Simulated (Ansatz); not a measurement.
# MgH2 (Pbcn): the host for defect calculations, part 2 of 3

Aim: the runs on the perfect crystal MgH2 (Pbcn) that a defect calculation needs first.

Ansatz 0.2.0; plane-wave PAW DFT, PBEsol; single point of the host's primitive cell on a dense mesh (the session's first sound run).

So far: Starting point; Primitive cell on a dense mesh; Self-consistent run.

### Step 4. Defect free supercell relaxed from its symmetric sites

This cell, the one that will hold the defects, is built from the relaxed host. Its coarser k-points can move the atoms a little, so it is relaxed from the symmetric sites, as the reference for the test of stability.

This step: plane-wave PAW DFT, PBEsol; relaxation of the defect-free supercell from its symmetric sites (Ansatz 0.2.0).

pristine.symmetric/input.yaml reads:

```yaml
crystal:
  lattice:
    - [8.9520630226, 0.0, 0.0]
    - [0.0, 10.787337755, 0.0]
    - [0.0, 0.0, 9.7892904868]
  atoms:
    - { symbol: Mg, position: [0.25, 0.4152340633, 0.375] }
    - { symbol: Mg, position: [0.0, 0.3347659367, 0.125] }
    - { symbol: Mg, position: [0.25, 0.0847659367, 0.125] }
    - { symbol: Mg, position: [0.0, 0.1652340633, 0.375] }
    - { symbol: H, position: [0.3649979295, 0.4469635978, 0.210550131] }
    - { symbol: H, position: [0.1149979295, 0.3030364022, 0.289449869] }
    - { symbol: H, position: [0.3850020705, 0.3030364022, 0.460550131] }
    - { symbol: H, position: [0.1350020705, 0.4469635978, 0.039449869] }
    - { symbol: H, position: [0.3649979295, 0.0530364023, 0.460550131] }
    - { symbol: H, position: [0.1149979295, 0.1969635978, 0.039449869] }
    - { symbol: H, position: [0.3850020705, 0.1969635978, 0.210550131] }
    - { symbol: H, position: [0.1350020705, 0.0530364023, 0.289449869] }
    - { symbol: Mg, position: [0.25, 0.4152340633, 0.875] }
    - { symbol: Mg, position: [0.0, 0.3347659367, 0.625] }
    - { symbol: Mg, position: [0.25, 0.0847659367, 0.625] }
    - { symbol: Mg, position: [0.0, 0.1652340633, 0.875] }
    - { symbol: H, position: [0.3649979295, 0.4469635978, 0.710550131] }
    - { symbol: H, position: [0.1149979295, 0.3030364022, 0.789449869] }
    - { symbol: H, position: [0.3850020705, 0.3030364022, 0.960550131] }
    - { symbol: H, position: [0.1350020705, 0.4469635978, 0.539449869] }
    - { symbol: H, position: [0.3649979295, 0.0530364023, 0.960550131] }
    - { symbol: H, position: [0.1149979295, 0.1969635978, 0.539449869] }
    - { symbol: H, position: [0.3850020705, 0.1969635978, 0.710550131] }
    - { symbol: H, position: [0.1350020705, 0.0530364023, 0.789449869] }
    - { symbol: Mg, position: [0.25, 0.9152340633, 0.375] }
    - { symbol: Mg, position: [0.0, 0.8347659367, 0.125] }
    - { symbol: Mg, position: [0.25, 0.5847659367, 0.125] }
    - { symbol: Mg, position: [0.0, 0.6652340633, 0.375] }
    - { symbol: H, position: [0.3649979295, 0.9469635978, 0.210550131] }
    - { symbol: H, position: [0.1149979295, 0.8030364023, 0.289449869] }
[... 60 atom lines left out ...]
    - { symbol: H, position: [0.8850020705, 0.8030364023, 0.960550131] }
    - { symbol: H, position: [0.6350020705, 0.9469635978, 0.539449869] }
    - { symbol: H, position: [0.8649979295, 0.5530364023, 0.960550131] }
    - { symbol: H, position: [0.6149979295, 0.6969635977, 0.539449869] }
    - { symbol: H, position: [0.8850020705, 0.6969635977, 0.710550131] }
    - { symbol: H, position: [0.6350020705, 0.5530364023, 0.789449869] }
basis:
  ecutwfc: 420
  xc_grid: 2
hamiltonian:
  xc: pbesol
kpoints:
  mp_grid: { grid: [1, 1, 1], shift: [0.25, 0.25, 0.25] }
scf:
  occupations: { method: fermi_dirac, width: 0.01 }
  max_iter: 80
output:
  forces: true
relax:
  f_tol: 0.01
  max_steps: 60
  escape_saddle: false
checkpoint:
  write: "../pristine.symmetric.run"
  compress: false
  write_wavefunctions: false
  write_every: 100000
```

On the command line:

```console
> ansatz run input.yaml --threads 4 --pin off --max-ram 7536MiB --backend cpu --events-out ev --progress --plain --runs-dir out
```

Numbers of over 12 decimals in the logs are rounded to 6 here.

What it wrote:

```text
[... repeated set-up lines and file paths are left out, and long positions are rounded to six places ...]
[...]
Crystal: 96 atoms, lattice volume = 945.341 Å³
Basis set: ecut = 420 eV, 18469 PW (Γ), exchange–correlation on 120×150×144 points (8 copies of the dense FFT grid, shifted against one another)
Bands: 288, of which v1, the nominal top of the filled ones, is band 192 counted from 1 (191 counted from 0)
Symmetry: 16 space group operations
k-points: 1
[...]
SCF iter   1: F=—  HF=-62204.948763 eV  |F-HF|=—  |Δ(HF+E_count)|=         —  Δρ=7.46e-3  dr2=3.73e-1  ethr=1.77e-3  ⟨swp⟩=6.0  Hψ=1308  notcnv=0  defer=50
[...]
SCF iter   6: F=-62204.819232 eV  HF=-62204.819232 eV  |F-HF|=7.36e-9  |Δ(HF+E_count)|=   6.73e-7  Δρ=1.02e-6  dr2=8.83e-9  ethr=2.09e-10  ⟨swp⟩=1.0  Hψ=554  notcnv=0
SCF 1 converged in 6 iterations: F = -62204.819232 eV  dr2 = 8.83e-9
[...]
relax step   1: F+E_penalty+E_count = -62204.81923196 eV  Δ(F+E_penalty+E_count) = +0.000e0 eV  max|allowed force component| = 5.009e-3 eV/Å  Δτ_max = 0.0000 Å  (6 SCF iters, dr2 threshold 2.50e-6 eV, accepted)
[...]
iter 1 solved again at ethr=2.42e-12 eV; its pass at ethr=3.10e-3 eV (dr2=9.29e-9 eV) is discarded
[...]
SCF iter   3: F=-62204.819232 eV  HF=-62204.819232 eV  |F-HF|=1.53e-10  |Δ(HF+E_count)|=   3.30e-9  Δρ=2.24e-7  dr2=3.65e-10  ethr=1.00e-12  ⟨swp⟩=1.0  Hψ=744  notcnv=0
SCF 2 converged in 3 iterations: F = -62204.819232 eV  dr2 = 3.65e-10
relax step   2: F+E_penalty+E_count = -62204.81923197 eV  Δ(F+E_penalty+E_count) = -1.157e-9 eV  max|allowed force component| = 5.009e-3 eV/Å  Δτ_max = 0.0000 Å  (3 SCF iters, accepted)
SCF converged after 3 iterations
Free energy (F): -62204.819232 eV
[...]
Internal energy: -62204.819232 eV  (E = F + TS)
E sigma→0 (E₀):  -62204.819232 eV
Fermi energy:    4.102328 eV
[...]
--- Forces (eV/Å), atoms counted from 1 ---
  atom   1  Mg    -0.00069101     0.00010320     0.00030053
  atom   2  Mg     0.00033761     0.00275703     0.00016852
  atom   3  Mg     0.00069101    -0.00010320    -0.00030053
  atom   4  Mg    -0.00033761    -0.00275703    -0.00016852
  atom   5  H     -0.00091485    -0.00061651     0.00087999
  atom   6  H     -0.00356816    -0.00061167     0.00120704
  atom   7  H      0.00354452    -0.00500877     0.00124370
  atom   8  H      0.00114461     0.00023398     0.00087437
  atom   9  H     -0.00114461    -0.00023398    -0.00087437
  atom  10  H     -0.00354452     0.00500877    -0.00124370
  atom  11  H      0.00356816     0.00061167    -0.00120704
  atom  12  H      0.00091485     0.00061651    -0.00087999
  atom  13  Mg    -0.00069101     0.00010320     0.00030053
  atom  14  Mg     0.00033761     0.00275703     0.00016852
  atom  15  Mg     0.00069101    -0.00010320    -0.00030053
  atom  16  Mg    -0.00033761    -0.00275703    -0.00016852
  atom  17  H     -0.00091485    -0.00061651     0.00087999
  atom  18  H     -0.00356816    -0.00061167     0.00120704
  atom  19  H      0.00354452    -0.00500877     0.00124370
  atom  20  H      0.00114461     0.00023398     0.00087437
  atom  21  H     -0.00114461    -0.00023398    -0.00087437
  atom  22  H     -0.00354452     0.00500877    -0.00124370
  atom  23  H      0.00356816     0.00061167    -0.00120704
  atom  24  H      0.00091485     0.00061651    -0.00087999
  atom  25  Mg    -0.00069101     0.00010320     0.00030053
  atom  26  Mg     0.00033761     0.00275703     0.00016852
  atom  27  Mg     0.00069101    -0.00010320    -0.00030053
  atom  28  Mg    -0.00033761    -0.00275703    -0.00016852
  atom  29  H     -0.00091485    -0.00061651     0.00087999
  atom  30  H     -0.00356816    -0.00061167     0.00120704
  atom  31  H      0.00354452    -0.00500877     0.00124370
  atom  32  H      0.00114461     0.00023398     0.00087437
  atom  33  H     -0.00114461    -0.00023398    -0.00087437
  atom  34  H     -0.00354452     0.00500877    -0.00124370
  atom  35  H      0.00356816     0.00061167    -0.00120704
  atom  36  H      0.00091485     0.00061651    -0.00087999
  atom  37  Mg    -0.00069101     0.00010320     0.00030053
  atom  38  Mg     0.00033761     0.00275703     0.00016852
  atom  39  Mg     0.00069101    -0.00010320    -0.00030053
  atom  40  Mg    -0.00033761    -0.00275703    -0.00016852
[...]
atom  85  Mg    -0.00069101     0.00010320     0.00030053
  atom  86  Mg     0.00033761     0.00275703     0.00016852
  atom  87  Mg     0.00069101    -0.00010320    -0.00030053
  atom  88  Mg    -0.00033761    -0.00275703    -0.00016852
  atom  89  H     -0.00091485    -0.00061651     0.00087999
  atom  90  H     -0.00356816    -0.00061167     0.00120704
  atom  91  H      0.00354452    -0.00500877     0.00124370
  atom  92  H      0.00114461     0.00023398     0.00087437
  atom  93  H     -0.00114461    -0.00023398    -0.00087437
  atom  94  H     -0.00354452     0.00500877    -0.00124370
  atom  95  H      0.00356816     0.00061167    -0.00120704
  atom  96  H      0.00091485     0.00061651    -0.00087999
  max |Σ_I F_I| component: 4.77e-18 eV/Å
--- Relaxed structure (2 steps of the walk, 2 accepted, 0 SCFs on fresh bases) ---
  F+E_penalty+E_count = -62204.81923197 eV   max|allowed force component| = 5.009e-3 eV/Å
  atoms:
    - { symbol: Mg, position: [0.25, 0.4152340633, 0.375] }
    - { symbol: Mg, position: [0.0, 0.3347659367, 0.125] }
    - { symbol: Mg, position: [0.25, 0.084766, 0.125] }
    - { symbol: Mg, position: [0.0, 0.1652340633, 0.375] }
    - { symbol: H, position: [0.3649979295, 0.446964, 0.210550131] }
    - { symbol: H, position: [0.114998, 0.303036, 0.289449869] }
    - { symbol: H, position: [0.3850020705, 0.303036, 0.460550131] }
    - { symbol: H, position: [0.1350020705, 0.446964, 0.039449869] }
    - { symbol: H, position: [0.3649979295, 0.053036, 0.460550131] }
    - { symbol: H, position: [0.114998, 0.196964, 0.039449869] }
    - { symbol: H, position: [0.3850020705, 0.196964, 0.210550131] }
    - { symbol: H, position: [0.1350020705, 0.053036, 0.289449869] }
    - { symbol: Mg, position: [0.25, 0.4152340633, 0.875] }
    - { symbol: Mg, position: [0.0, 0.3347659367, 0.625] }
    - { symbol: Mg, position: [0.25, 0.084766, 0.625] }
    - { symbol: Mg, position: [0.0, 0.1652340633, 0.875] }
    - { symbol: H, position: [0.3649979295, 0.446964, 0.710550131] }
    - { symbol: H, position: [0.114998, 0.303036, 0.789449869] }
    - { symbol: H, position: [0.3850020705, 0.303036, 0.960550131] }
    - { symbol: H, position: [0.1350020705, 0.446964, 0.539449869] }
    - { symbol: H, position: [0.3649979295, 0.053036, 0.960550131] }
    - { symbol: H, position: [0.114998, 0.196964, 0.539449869] }
    - { symbol: H, position: [0.3850020705, 0.196964, 0.710550131] }
    - { symbol: H, position: [0.1350020705, 0.053036, 0.789449869] }
    - { symbol: Mg, position: [0.25, 0.915234, 0.375] }
    - { symbol: Mg, position: [0.0, 0.8347659367, 0.125] }
    - { symbol: Mg, position: [0.25, 0.5847659367, 0.125] }
    - { symbol: Mg, position: [0.0, 0.6652340633, 0.375] }
    - { symbol: H, position: [0.3649979295, 0.946964, 0.210550131] }
    - { symbol: H, position: [0.114998, 0.803036, 0.289449869] }
    - { symbol: H, position: [0.3850020705, 0.803036, 0.460550131] }
    - { symbol: H, position: [0.1350020705, 0.946964, 0.039449869] }
    - { symbol: H, position: [0.3649979295, 0.553036, 0.460550131] }
    - { symbol: H, position: [0.114998, 0.696964, 0.039449869] }
    - { symbol: H, position: [0.3850020705, 0.696964, 0.210550131] }
    - { symbol: H, position: [0.1350020705, 0.553036, 0.289449869] }
    - { symbol: Mg, position: [0.25, 0.915234, 0.875] }
    - { symbol: Mg, position: [0.0, 0.8347659367, 0.625] }
    - { symbol: Mg, position: [0.25, 0.5847659367, 0.625] }
    - { symbol: Mg, position: [0.0, 0.6652340633, 0.875] }
    - { symbol: H, position: [0.3649979295, 0.946964, 0.710550131] }
    - { symbol: H, position: [0.114998, 0.803036, 0.789449869] }
    - { symbol: H, position: [0.3850020705, 0.803036, 0.960550131] }
    - { symbol: H, position: [0.1350020705, 0.946964, 0.539449869] }
    - { symbol: H, position: [0.3649979295, 0.553036, 0.960550131] }
    - { symbol: H, position: [0.114998, 0.696964, 0.539449869] }
    - { symbol: H, position: [0.3850020705, 0.696964, 0.710550131] }
    - { symbol: H, position: [0.1350020705, 0.553036, 0.789449869] }
    - { symbol: Mg, position: [0.75, 0.4152340633, 0.375] }
    - { symbol: Mg, position: [0.5, 0.3347659367, 0.125] }
    - { symbol: Mg, position: [0.75, 0.084766, 0.125] }
    - { symbol: Mg, position: [0.5, 0.1652340633, 0.375] }
    - { symbol: H, position: [0.8649979295, 0.446964, 0.210550131] }
    - { symbol: H, position: [0.6149979295, 0.303036, 0.289449869] }
    - { symbol: H, position: [0.8850020705, 0.303036, 0.460550131] }
    - { symbol: H, position: [0.6350020705, 0.446964, 0.039449869] }
    - { symbol: H, position: [0.8649979295, 0.053036, 0.460550131] }
    - { symbol: H, position: [0.6149979295, 0.196964, 0.039449869] }
    - { symbol: H, position: [0.8850020705, 0.196964, 0.210550131] }
    - { symbol: H, position: [0.6350020705, 0.053036, 0.289449869] }
    - { symbol: Mg, position: [0.75, 0.4152340633, 0.875] }
    - { symbol: Mg, position: [0.5, 0.3347659367, 0.625] }
    - { symbol: Mg, position: [0.75, 0.084766, 0.625] }
    - { symbol: Mg, position: [0.5, 0.1652340633, 0.875] }
[...]
- { symbol: Mg, position: [0.75, 0.915234, 0.375] }
    - { symbol: Mg, position: [0.5, 0.8347659367, 0.125] }
    - { symbol: Mg, position: [0.75, 0.5847659367, 0.125] }
    - { symbol: Mg, position: [0.5, 0.6652340633, 0.375] }
[...]
- { symbol: H, position: [0.8649979295, 0.553036, 0.460550131] }
    - { symbol: H, position: [0.6149979295, 0.696964, 0.039449869] }
    - { symbol: H, position: [0.8850020705, 0.696964, 0.210550131] }
    - { symbol: H, position: [0.6350020705, 0.553036, 0.289449869] }
    - { symbol: Mg, position: [0.75, 0.915234, 0.875] }
    - { symbol: Mg, position: [0.5, 0.8347659367, 0.625] }
    - { symbol: Mg, position: [0.75, 0.5847659367, 0.625] }
    - { symbol: Mg, position: [0.5, 0.6652340633, 0.875] }
    - { symbol: H, position: [0.8649979295, 0.946964, 0.710550131] }
    - { symbol: H, position: [0.6149979295, 0.803036, 0.789449869] }
    - { symbol: H, position: [0.8850020705, 0.803036, 0.960550131] }
    - { symbol: H, position: [0.6350020705, 0.946964, 0.539449869] }
    - { symbol: H, position: [0.8649979295, 0.553036, 0.960550131] }
    - { symbol: H, position: [0.6149979295, 0.696964, 0.539449869] }
    - { symbol: H, position: [0.8850020705, 0.696964, 0.710550131] }
    - { symbol: H, position: [0.6350020705, 0.553036, 0.789449869] }
```

It took 12 s on 4 threads of Arm Neoverse V1, shared host; peak memory 1.5 GiB; 43 s of CPU time.

No atom moved by 0.005 Å in the relaxation.

(Continued in part 3 of 3.)

[Logs are printed without paths, hosts, clocks, repeated set-up lines and the standing remarks that a program may print on its own settings, such as how far it seeks lower states.]

[Hosts, paths, dates, database ids (printed as entryN), source tags and the programs' standing remarks are cut or masked in the printed files.]

[Runs of the host that timed out are not shown.]

[For some hosts the program warned that the k-mesh of the response run may be too coarse for force constants and the static dielectric constant; such warnings are not always shown.]
